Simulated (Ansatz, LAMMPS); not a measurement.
# Squeezing and shearing glassy 83GeO2-8Al2O3-8SrO (mol %) (111 atoms), part 2 of 4

How stiff is glassy 83GeO2-8Al2O3-8SrO (mol %) (111 atoms), and how do its levels respond to strain?

Ansatz 0.2.0; Kohn-Sham DFT, PBE, PAW (set soft_1), plane waves.

The cell: 30 Ge, 6 Al, 3 Sr and 72 O. The quench rate of 10 K/ps is many orders above laboratory rates. The starting topology of bonds comes from the classical model. The Brillouin zone is sampled at Γ only.

So far. Step 2 (Single point at the start): The r.m.s. force at the start is 1.2 eV/Å.

**3. Cell and atoms relaxed**

The cell is relaxed with the atoms, since the starting lattice needn't suit this functional.

The input, input.yaml:

```yaml
crystal:
  lattice:
    - [11.8657, 0.0, 0.0]
    - [0.0, 11.8657, 0.0]
    - [0.0, 0.0, 11.8657]
  atoms:
    [... the 111 atom lines of step 2 ...]
kpoints:
  mp_grid: { grid: [1, 1, 1] }
hamiltonian:
  xc: pbe
  pseudopotentials: { kind: paw, azcp: { folder: soft_1 } }
scf:
  occupations: { method: gaussian, width: 0.025 }
output:
  forces: true
relax:
  f_tol: 0.05
  max_steps: 150
  cell: {}
```

The run is started by

```
ansatz run input.yaml --threads 4 --pin off --max-ram 8192MiB --backend cpu --events-out ev --progress --plain --runs-dir out
```

Numbers of over 12 decimals in the logs are rounded to 6 here.

Log:

```text
[...]
Crystal: 111 atoms, lattice volume = 1670.629 Å³
Basis set: ecut = 420 eV, 32675 PW (Γ), exchange–correlation on 160×160×160 points (8 copies of the dense FFT grid, shifted against one another)
Bands: 561, of which v1, the nominal top of the filled ones, is band 450 counted from 1 (449 counted from 0)
Symmetry: 1 space group operations
[...]
k-points: 1
[...]
SCF iter   1: F=—  HF=-183611.410348 eV  |F-HF|=—  |Δ(HF+E_count)|=         —  Δρ=1.01e-1  dr2=1.39e2  ethr=3.10e-3  ⟨swp⟩=8.0  Hψ=2666  notcnv=0  defer=77
[...]
SCF iter  13: F=-183569.944912 eV  HF=-183569.944912 eV  |F-HF|=2.98e-8  |Δ(HF+E_count)|=   2.57e-7  Δρ=2.56e-6  dr2=9.18e-8  ethr=1.11e-11  ⟨swp⟩=5.0  Hψ=1721  notcnv=0
SCF 1 converged in 13 iterations: F = -183569.944912 eV  dr2 = 9.18e-8
[...]
relax step   1: F+E_penalty+E_count = -183569.94491216 eV  Δ(F+E_penalty+E_count) = +0.000e0 eV  max|allowed force component| = 3.370e0 eV/Å  Δτ_max = 0.0000 Å  P = +7.817 GPa  Ω = 1670.629 Å³  (13 SCF iters, dr2 threshold 1.00e-7 eV, accepted)
[... from here on, the SCF cycles and remarks between the steps are left out ...]
relax step   2: F+E_penalty+E_count = -183576.87721158 eV  Δ(F+E_penalty+E_count) = -6.932e0 eV  max|allowed force component| = 1.941e0 eV/Å  Δτ_max = 0.1949 Å  P = +3.739 GPa  Ω = 1685.811 Å³  energy of the carried Pulay correction = -4.012e-2 eV  (8 SCF iters, dr2 threshold 1.11e-5 eV, accepted)
relax step   3: F+E_penalty+E_count = -183581.25956931 eV  Δ(F+E_penalty+E_count) = -4.382e0 eV  max|allowed force component| = 1.466e0 eV/Å  Δτ_max = 0.1974 Å  P = -0.292 GPa  Ω = 1688.425 Å³  energy of the carried Pulay correction = -4.700e-2 eV  (9 SCF iters, dr2 threshold 1.11e-5 eV, accepted)
relax step   4: F+E_penalty+E_count = -183582.54424799 eV  Δ(F+E_penalty+E_count) = -1.285e0 eV  max|allowed force component| = 7.477e-1 eV/Å  Δτ_max = 0.2000 Å  P = -0.100 GPa  Ω = 1667.791 Å³  energy of the carried Pulay correction = +7.542e-3 eV  (8 SCF iters, dr2 threshold 1.11e-5 eV, accepted)
relax step   5: F+E_penalty+E_count = -183583.11017269 eV  Δ(F+E_penalty+E_count) = -5.659e-1 eV  max|allowed force component| = 5.151e-1 eV/Å  Δτ_max = 0.1867 Å  P = -0.394 GPa  Ω = 1645.909 Å³  energy of the carried Pulay correction = +6.612e-2 eV  (8 SCF iters, dr2 threshold 1.11e-5 eV, accepted)
relax step   6: F+E_penalty+E_count = -183583.32145530 eV  Δ(F+E_penalty+E_count) = -2.113e-1 eV  max|allowed force component| = 2.354e-1 eV/Å  Δτ_max = 0.2000 Å  P = -0.191 GPa  Ω = 1643.044 Å³  energy of the carried Pulay correction = +7.385e-2 eV  (7 SCF iters, dr2 threshold 1.11e-5 eV, accepted)
relax step   7: F+E_penalty+E_count = -183583.46955803 eV  Δ(F+E_penalty+E_count) = -1.481e-1 eV  max|allowed force component| = 1.789e-1 eV/Å  Δτ_max = 0.2000 Å  P = -0.088 GPa  Ω = 1637.653 Å³  energy of the carried Pulay correction = +8.842e-2 eV  (8 SCF iters, dr2 threshold 3.46e-6 eV, accepted)
relax step   8: F+E_penalty+E_count = -183583.53095357 eV  Δ(F+E_penalty+E_count) = -6.140e-2 eV  max|allowed force component| = 1.774e-1 eV/Å  Δτ_max = 0.1353 Å  P = +0.012 GPa  Ω = 1632.020 Å³  energy of the carried Pulay correction = +1.037e-1 eV  (9 SCF iters, dr2 threshold 2.00e-6 eV, accepted)
relax step   9: F+E_penalty+E_count = -183583.56343576 eV  Δ(F+E_penalty+E_count) = -3.248e-2 eV  max|allowed force component| = 1.576e-1 eV/Å  Δτ_max = 0.0740 Å  P = -0.005 GPa  Ω = 1631.100 Å³  energy of the carried Pulay correction = +1.062e-1 eV  (8 SCF iters, dr2 threshold 1.97e-6 eV, accepted)
relax step  10: F+E_penalty+E_count = -183583.61804624 eV  Δ(F+E_penalty+E_count) = -5.461e-2 eV  max|allowed force component| = 2.640e-1 eV/Å  Δτ_max = 0.2000 Å  P = -0.022 GPa  Ω = 1625.819 Å³  energy of the carried Pulay correction = +1.206e-1 eV  (9 SCF iters, dr2 threshold 1.55e-6 eV, accepted)
relax step  11: F+E_penalty+E_count = -183583.65929403 eV  Δ(F+E_penalty+E_count) = -4.125e-2 eV  max|allowed force component| = 1.752e-1 eV/Å  Δτ_max = 0.0819 Å  P = -0.103 GPa  Ω = 1624.184 Å³  energy of the carried Pulay correction = +1.250e-1 eV  (7 SCF iters, dr2 threshold 4.36e-6 eV, accepted)
relax step  12: F+E_penalty+E_count = -183583.70410409 eV  Δ(F+E_penalty+E_count) = -4.481e-2 eV  max|allowed force component| = 1.828e-1 eV/Å  Δτ_max = 0.1560 Å  P = -0.013 GPa  Ω = 1618.192 Å³  energy of the carried Pulay correction = +1.414e-1 eV  (8 SCF iters, dr2 threshold 1.92e-6 eV, accepted)
relax step  13: F+E_penalty+E_count = -183583.72794484 eV  Δ(F+E_penalty+E_count) = -2.384e-2 eV  max|allowed force component| = 1.398e-1 eV/Å  Δτ_max = 0.2000 Å  P = +0.096 GPa  Ω = 1613.346 Å³  energy of the carried Pulay correction = +1.547e-1 eV  (9 SCF iters, dr2 threshold 2.09e-6 eV, accepted)
relax step  14: F+E_penalty+E_count = -183583.74905804 eV  Δ(F+E_penalty+E_count) = -2.111e-2 eV  max|allowed force component| = 1.187e-1 eV/Å  Δτ_max = 0.0635 Å  P = +0.069 GPa  Ω = 1616.616 Å³  energy of the carried Pulay correction = +1.458e-1 eV  (8 SCF iters, dr2 threshold 1.22e-6 eV, accepted)
relax step  15: F+E_penalty+E_count = -183583.75513727 eV  Δ(F+E_penalty+E_count) = -6.079e-3 eV  max|allowed force component| = 1.032e-1 eV/Å  Δτ_max = 0.0183 Å  P = +0.069 GPa  Ω = 1616.012 Å³  energy of the carried Pulay correction = +1.474e-1 eV  (6 SCF iters, dr2 threshold 8.80e-7 eV, accepted)
relax step  16: F+E_penalty+E_count = -183583.79761210 eV  Δ(F+E_penalty+E_count) = -4.247e-2 eV  max|allowed force component| = 2.371e-1 eV/Å  Δτ_max = 0.1990 Å  P = -0.105 GPa  Ω = 1610.730 Å³  energy of the carried Pulay correction = +1.619e-1 eV  (9 SCF iters, dr2 threshold 6.66e-7 eV, accepted)
relax step  17: F+E_penalty+E_count = -183583.85448108 eV  Δ(F+E_penalty+E_count) = -5.687e-2 eV  max|allowed force component| = 2.873e-1 eV/Å  Δτ_max = 0.1944 Å  P = +0.028 GPa  Ω = 1604.920 Å³  energy of the carried Pulay correction = +1.780e-1 eV  (8 SCF iters, dr2 threshold 3.51e-6 eV, accepted)
relax step  18: F+E_penalty+E_count = -183583.86858722 eV  Δ(F+E_penalty+E_count) = -1.411e-2 eV  max|allowed force component| = 5.164e-1 eV/Å  Δτ_max = 0.1985 Å  P = +0.001 GPa  Ω = 1601.315 Å³  energy of the carried Pulay correction = +1.879e-1 eV  (8 SCF iters, dr2 threshold 5.16e-6 eV, accepted)
relax step  19: F+E_penalty+E_count = -183583.89534414 eV  Δ(F+E_penalty+E_count) = -2.676e-2 eV  max|allowed force component| = 2.866e-1 eV/Å  Δτ_max = 0.2000 Å  P = +0.005 GPa  Ω = 1606.816 Å³  energy of the carried Pulay correction = +1.727e-1 eV  (8 SCF iters, dr2 threshold 1.11e-5 eV, accepted)
relax step  20: F+E_penalty+E_count = -183583.92226028 eV  Δ(F+E_penalty+E_count) = -2.692e-2 eV  max|allowed force component| = 2.784e-1 eV/Å  Δτ_max = 0.1178 Å  P = +0.065 GPa  Ω = 1606.669 Å³  energy of the carried Pulay correction = +1.731e-1 eV  (8 SCF iters, dr2 threshold 5.14e-6 eV, accepted)
relax step  21: F+E_penalty+E_count = -183583.89215382 eV  Δ(F+E_penalty+E_count) = +3.011e-2 eV  max|allowed force component| = 3.088e-1 eV/Å  Δτ_max = 0.2000 Å  P = +0.001 GPa  Ω = 1605.638 Å³  energy of the carried Pulay correction = +1.760e-1 eV  (8 SCF iters, dr2 threshold 4.84e-6 eV, rejected (line search))
relax step  22: F+E_penalty+E_count = -183583.94805509 eV  Δ(F+E_penalty+E_count) = -2.579e-2 eV  max|allowed force component| = 1.749e-1 eV/Å  Δτ_max = 0.0467 Å  P = +0.003 GPa  Ω = 1605.777 Å³  energy of the carried Pulay correction = +1.756e-1 eV  (13 SCF iters, accepted)
relax step  23: F+E_penalty+E_count = -183583.94334180 eV  Δ(F+E_penalty+E_count) = +4.713e-3 eV  max|allowed force component| = 2.106e-1 eV/Å  Δτ_max = 0.1000 Å  P = -0.003 GPa  Ω = 1605.132 Å³  energy of the carried Pulay correction = +1.774e-1 eV  (8 SCF iters, dr2 threshold 1.91e-6 eV, rejected (line search))
relax step  24: F+E_penalty+E_count = -183583.96067712 eV  Δ(F+E_penalty+E_count) = -1.262e-2 eV  max|allowed force component| = 4.448e-2 eV/Å  Δτ_max = 0.0303 Å  P = +0.002 GPa  Ω = 1605.560 Å³  energy of the carried Pulay correction = +1.762e-1 eV  (12 SCF iters, accepted)
relax step  25: F+E_penalty+E_count = -183583.85621636 eV  Δ(F+E_penalty+E_count) = +1.045e-1 eV  max|allowed force component| = 4.456e-2 eV/Å  Δτ_max = 0.0000 Å  P = -0.160 GPa  Ω = 1605.560 Å³  stress off target by 2.32e-1 GPa  SCF on the basis re-selected at this cell (its energy is not comparable with the rows above)  (7 SCF iters)
relax step  26: F+E_penalty+E_count = -183583.87381088 eV  Δ(F+E_penalty+E_count) = -1.759e-2 eV  max|allowed force component| = 3.813e-2 eV/Å  Δτ_max = 0.0140 Å  P = +0.081 GPa  Ω = 1599.763 Å³  energy of the carried Pulay correction = +1.380e-2 eV  (8 SCF iters, dr2 threshold 1.34e-7 eV, accepted)
relax step  27: F+E_penalty+E_count = -183583.87320629 eV  Δ(F+E_penalty+E_count) = +6.046e-4 eV  max|allowed force component| = 1.903e-2 eV/Å  Δτ_max = 0.0101 Å  P = +0.023 GPa  Ω = 1600.654 Å³  energy of the carried Pulay correction = +1.169e-2 eV  (8 SCF iters, dr2 threshold 2.41e-8 eV, accepted)
relax step  28: F+E_penalty+E_count = -183583.86004262 eV  Δ(F+E_penalty+E_count) = +1.316e-2 eV  max|allowed force component| = 1.920e-2 eV/Å  Δτ_max = 0.0000 Å  P = +0.018 GPa  Ω = 1600.654 Å³  stress off target by 2.40e-2 GPa  SCF on the basis re-selected at this cell (its energy is not comparable with the rows above)  (5 SCF iters)
[...]
SCF converged after 5 iterations
Free energy (F): -183583.860043 eV
[...]
Internal energy: -183583.860043 eV  (E = F + TS)
E sigma→0 (E₀):  -183583.860043 eV
Fermi energy:    5.251028 eV
[...]
--- Forces (eV/Å), atoms counted from 1 ---
  atom   1  Ge    -0.00485975     0.00033540    -0.00207736
  atom   2  Ge    -0.00255538     0.00683075     0.00615558
  atom   3  Ge    -0.00181163     0.00144312    -0.00498369
  atom   4  Ge    -0.00139197    -0.01021637    -0.01463086
  atom   5  Ge    -0.00415773    -0.01144115    -0.00234226
  atom   6  Ge     0.00003869    -0.00568609     0.00437100
  atom   7  Ge    -0.00461806     0.00542877    -0.00155486
  atom   8  Ge    -0.00326934    -0.00375804    -0.00090597
  atom   9  Ge     0.00101829    -0.00253814    -0.00102905
  atom  10  Ge     0.00281864     0.00017861    -0.00100465
  atom  11  Ge     0.00051667     0.00195266     0.00091225
  atom  12  Ge    -0.00786201    -0.00024025     0.01003940
  atom  13  Ge     0.00329743    -0.00518005    -0.00789518
  atom  14  Ge     0.01290203    -0.00632093    -0.00353300
[...]
atom 110  O      0.00288719     0.01035470    -0.00140063
  atom 111  O      0.00232126    -0.00887269    -0.00128936
  max |Σ_I F_I| component: 5.89e-5 eV/Å
--- Stress (GPa, compression-positive) ---
        0.013111       0.001121      -0.003882
        0.001121       0.017602       0.002403
       -0.003880       0.002400       0.022003
  P = ⅓ Tr σ = 0.0176 GPa (0.176 kbar)
--- Relaxed structure (26 steps of the walk, 24 accepted, 2 SCFs on fresh bases) ---
  F+E_penalty+E_count = -183583.86004262 eV   max|allowed force component| = 1.920e-2 eV/Å   (the final SCF, on the basis selected at the relaxed cell)
  cell:  # Å, volume = 1600.6538 Å³
    - [11.553774, -0.156785, 0.027668]
    - [-0.156785, 11.907347, -0.161260]
    - [0.027668, -0.161260, 11.639109]
  atoms:
    - { symbol: Ge, position: [0.898912, 0.952023, 0.801641] }
    - { symbol: Ge, position: [0.458075, 0.475000, 0.214261] }
    - { symbol: Ge, position: [0.491243, 0.037966, 0.649882] }
    - { symbol: Ge, position: [0.169797, 0.679633, 0.858406] }
[...]
- { symbol: O, position: [0.437126, 0.909051, 0.705164] }
```

Wall time 12 min (4 threads of Arm Neoverse V2, shared host); peak memory 2.6 GiB.

The relaxation converged after 26 steps, with a largest force component of 0.019 eV/Å.

**4. Single point at the relaxed geometry**

One more single point at the end of the walk gives the fuller output and checks the residual forces.

The input, input.yaml:

```yaml
crystal:
  lattice:
    - [11.55377, -0.15678, 0.02767]
    - [-0.15678, 11.90735, -0.16126]
    - [0.02767, -0.16126, 11.63911]
  atoms:
    - { symbol: Ge, position: [0.89891, 0.95202, 0.80164] }
    - { symbol: Ge, position: [0.45807, 0.475, 0.21426] }
    - { symbol: Ge, position: [0.49124, 0.03797, 0.64988] }
    - { symbol: Ge, position: [0.1698, 0.67963, 0.85841] }
    - { symbol: Ge, position: [0.98358, 0.98421, 0.21576] }
    - { symbol: Ge, position: [0.65588, 0.39454, 0.80682] }
    [... 99 atom lines left out ...]
    - { symbol: O, position: [0.46876, 0.33469, 0.25232] }
    - { symbol: O, position: [0.11842, 0.75189, 0.98359] }
    - { symbol: O, position: [0.78516, 0.25294, 0.63709] }
    - { symbol: O, position: [0.61443, 0.51048, 0.20167] }
    - { symbol: O, position: [0.78857, 0.36428, 0.85899] }
    - { symbol: O, position: [0.43713, 0.90905, 0.70516] }
kpoints:
  mp_grid: { grid: [1, 1, 1] }
hamiltonian:
  xc: pbe
  pseudopotentials: { kind: paw, azcp: { folder: soft_1 } }
scf:
  occupations: { method: gaussian, width: 0.025 }
output:
  forces: true
  stress: true
  populations: true
  dos:
    method: { smearing: { sigma: 0.1 } }
    de: 0.1
    projected: { site_lists: { Al: [Al], Ge: [Ge], O: [O], Sr: [Sr] } }
  eigenvalues: true
  write_density: true
  write_potential: true
  volumetric_format: npy
```

Log:

```text
[...]
Crystal: 111 atoms, lattice volume = 1600.654 Å³
Basis set: ecut = 420 eV, 31311 PW (Γ), exchange–correlation on 160×160×160 points (8 copies of the dense FFT grid, shifted against one another)
Bands: 561, of which v1, the nominal top of the filled ones, is band 450 counted from 1 (449 counted from 0)
Symmetry: 1 space group operations
[...]
k-points: 1
[...]
SCF iter   1: F=—  HF=-183619.412286 eV  |F-HF|=—  |Δ(HF+E_count)|=         —  Δρ=9.54e-2  dr2=1.18e2  ethr=3.10e-3  ⟨swp⟩=8.0  Hψ=2471  notcnv=0  defer=38
[...]
SCF iter  14: F=-183583.860037 eV  HF=-183583.860037 eV  |F-HF|=5.73e-9  |Δ(HF+E_count)|=  8.73e-10  Δρ=1.23e-6  dr2=2.10e-8  ethr=1.11e-11  ⟨swp⟩=10.0  Hψ=3416  notcnv=0
SCF 1 converged in 14 iterations: F = -183583.860037 eV  dr2 = 2.10e-8
[...]
SCF converged after 14 iterations
Free energy (F): -183583.860037 eV
[...]
Internal energy: -183583.860037 eV  (E = F + TS)
E sigma→0 (E₀):  -183583.860037 eV
Fermi energy:    5.251175 eV
[...]
--- Forces (eV/Å), atoms counted from 1 ---
  atom   1  Ge    -0.00499421     0.00113593    -0.00140108
  atom   2  Ge    -0.00056940     0.00625569     0.00779267
  atom   3  Ge     0.00082192    -0.00010372    -0.00401807
  atom   4  Ge    -0.00278741    -0.00979765    -0.01644589
  atom   5  Ge    -0.00282332    -0.01443071    -0.00413269
  atom   6  Ge     0.00190524    -0.00503333     0.00262975
  atom   7  Ge    -0.00246915     0.00632435    -0.00091475
  atom   8  Ge    -0.00411659    -0.00359361     0.00026559
  atom   9  Ge     0.00130226     0.00043443    -0.00260932
  atom  10  Ge     0.00228896    -0.00015772    -0.00207120
  atom  11  Ge     0.00309481     0.00436001     0.00076130
  atom  12  Ge    -0.00761105    -0.00121390     0.01379680
  atom  13  Ge     0.00520880    -0.00458102    -0.00868846
  atom  14  Ge     0.01361385    -0.00721213    -0.00195138
[...]
atom 110  O      0.00146792     0.01047809    -0.00196018
  atom 111  O      0.00219764    -0.00848213    -0.00115715
  max |Σ_I F_I| component: 6.37e-5 eV/Å
--- Stress (GPa, compression-positive) ---
        0.013622       0.000860      -0.004264
        0.000860       0.016782       0.002144
       -0.004262       0.002142       0.021459
  P = ⅓ Tr σ = 0.0173 GPa (0.173 kbar)
--- Band table (eV) ---
[...]
--- Löwdin populations: 111 sites ---
  site symbol       q [e]
     0     Ge     12.5083
     1     Ge     12.5426
     2     Ge     12.5143
[...]
110      O      6.7293
  spilling = 0.006663 (of n_electrons = 900.000000)
```

Run time: 47 s. Hardware: 4 threads; peak memory 2.6 GiB.

The run gave:

| Item | Value |
| --- | --- |
| free energy | -183583.8600 eV |
| free energy per atom | -1653.9086 eV/atom |
| SCF cycles | 14 |
| pressure | 0.01729 GPa |
| r.m.s. force component | 0.00472 eV/Å |
| longest force | 0.02138 eV/Å |
| Fermi energy | 5.251 eV |
| gap (highest filled to lowest empty level) | 2.186 eV |
| spilling of the projection | 0.006663 |

(Part 2 of 4 ends here.)

[Logs are printed without paths, hosts, clocks, repeated set-up lines and the standing remarks that a program may print on its own settings, such as how far it seeks lower states.]

[Hosts, paths, dates, database ids (printed as entryN), source tags and the programs' standing remarks are cut or masked in the printed files.]
